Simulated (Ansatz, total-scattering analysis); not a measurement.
# The surroundings of H by a first difference

Two samples of water and dimethyl sulfoxide (18 H2O and 5 DMSO; C 9.6, S 4.8, O 22.1, H 63.5 atom %; 320 K, fixed volume (mean pressure 0.3 GPa); ρ₀ = 0.0955 Å⁻³) differ only in the isotope of H: D (b = 6.6681 fm) and H (b = -3.7395 fm). Other lengths: C 6.6472, S 2.847, O 5.8037 fm. The data are simulated by ab initio molecular dynamics with Ansatz (revPBE-D3(BJ), plane waves, PAW default files, Langevin thermostat, no spin, fixed volume, H with the mass of D). The average runs over 0.63 ps of 104 atoms, so shells between rare elements are rough. Mean temperature 324 K, largest m.s.d. 0.96 Å², energy drift -2 meV an atom (last third less first, no steady trend), Langevin friction 10 ps⁻¹; the first quarter of the run is discarded. Start: last frame of a classical run of this cell at the same density and temperature. So short a stretch relaxes bonds and nearest shells but still remembers its start. It is a liquid as far as so short a run tells. The partials come from the cell's reciprocal vectors below 4 Å⁻¹ and from g(r) above; absorption, incoherent and inelastic scattering are left out. F(Q) = Σ ci cj bi bj (Sij − 1), in barn per steradian and atom:

```
Q (Å⁻¹)      2H      1H  difference
    0.9  -0.336  -0.176      -0.160
    1.2  -0.222  -0.164      -0.058
    1.5  -0.127  -0.144       0.018
    1.8   0.342  -0.143       0.485
    2.1   0.217  -0.136       0.354
    2.4   0.142  -0.116       0.258
    2.7   0.008  -0.054       0.063
    3.0  -0.047   0.010      -0.057
    3.3  -0.078   0.032      -0.111
    3.6  -0.077   0.037      -0.114
    3.9  -0.085   0.035      -0.120
    4.2  -0.086   0.049      -0.136
    4.5  -0.076   0.060      -0.137
    4.8  -0.054   0.069      -0.123
    5.1  -0.037   0.069      -0.107
    5.4  -0.035   0.054      -0.089
    5.7  -0.037   0.024      -0.061
    6.0  -0.033  -0.009      -0.024
    6.3  -0.023  -0.030       0.007
    6.6  -0.002  -0.036       0.034
    6.9   0.032  -0.035       0.067
    7.2   0.063  -0.032       0.095
    7.5   0.076  -0.027       0.103
    7.8   0.071  -0.023       0.094
    8.1   0.059  -0.021       0.081
    8.4   0.046  -0.019       0.065
    8.7   0.029  -0.013       0.043
    9.0   0.010  -0.005       0.016
    9.3  -0.011   0.004      -0.015
    9.6  -0.030   0.015      -0.045
    9.9  -0.043   0.022      -0.066
   10.2  -0.046   0.022      -0.068
   10.5  -0.042   0.017      -0.059
   10.8  -0.034   0.013      -0.048
```

The first difference in real space, ΔG(r), in barn (from the pair functions, so without the broadening of a finite Q range):

first difference G(r), r (Å) and value: 0.50 -0.393, 0.58 -0.393, 0.66 -0.393, 0.74 -0.393, 0.82 -0.393, 0.90 -0.257, 0.98 4.170, 1.06 1.773, 1.14 1.067, 1.22 -0.377, 1.30 -0.393, 1.38 -0.389, 1.46 -0.307, 1.54 -0.150, 1.62 -0.210, 1.70 -0.209, 1.78 0.041, 1.86 -0.038, 1.94 -0.199, 2.02 -0.256, 2.10 -0.254, 2.18 -0.238, 2.26 -0.211, 2.34 -0.114, 2.42 -0.064, 2.50 -0.116, 2.58 -0.157, 2.66 -0.111, 2.74 -0.056, 2.82 -0.022, 2.90 0.021, 2.98 0.003, 3.06 0.030, 3.14 0.031, 3.22 0.035, 3.30 0.036, 3.38 0.043, 3.46 0.042, 3.54 0.075

Q: What does the difference say of the neighbours of H?

Pairs without H cancel. ΔG(r) = Σ W [g(r) − 1] with W = 2 c(H) c(j) b(j) Δb, and c(H)² (b₁² − b₂²) for H–H: H–C 0.0844, H–S 0.0181, H–O 0.1696, H–H 0.1227 barn. At small r, ΔG → −ΣW = -0.395; in this finite cell the H–H term carries (N − 1)/N with N = 66 atoms of H, which gives -0.393.

The first feature holds O–H (0.98 Å, 0.5 neighbours by the coordinates) and C–H (1.09 Å, 0.5 neighbours by the coordinates) together, so its area gives only their weighted sum.

Shells of H from the coordinates: O–H at 0.98 Å, 0.5 neighbours to 1.26 Å; C–H at 1.09 Å, 0.5 neighbours to 1.40 Å; H–H at 1.55 Å, 1.5 neighbours to 2.04 Å; S–H at 2.40 Å, 0.5 neighbours to 2.70 Å, a soft count (first peaks with a usable minimum only). Counts average over all H, whatever molecule they sit on, and second peaks of a pair (H two bonds away, hydrogen bonds) add features between 1.5 and 2.5 Å that aren't listed. The structure is taken to be the same for both isotopes, which holds least well for H and D.

[Logs are printed without paths, hosts, clocks, repeated set-up lines and the standing remarks that a program may print on its own settings, such as how far it seeks lower states.]
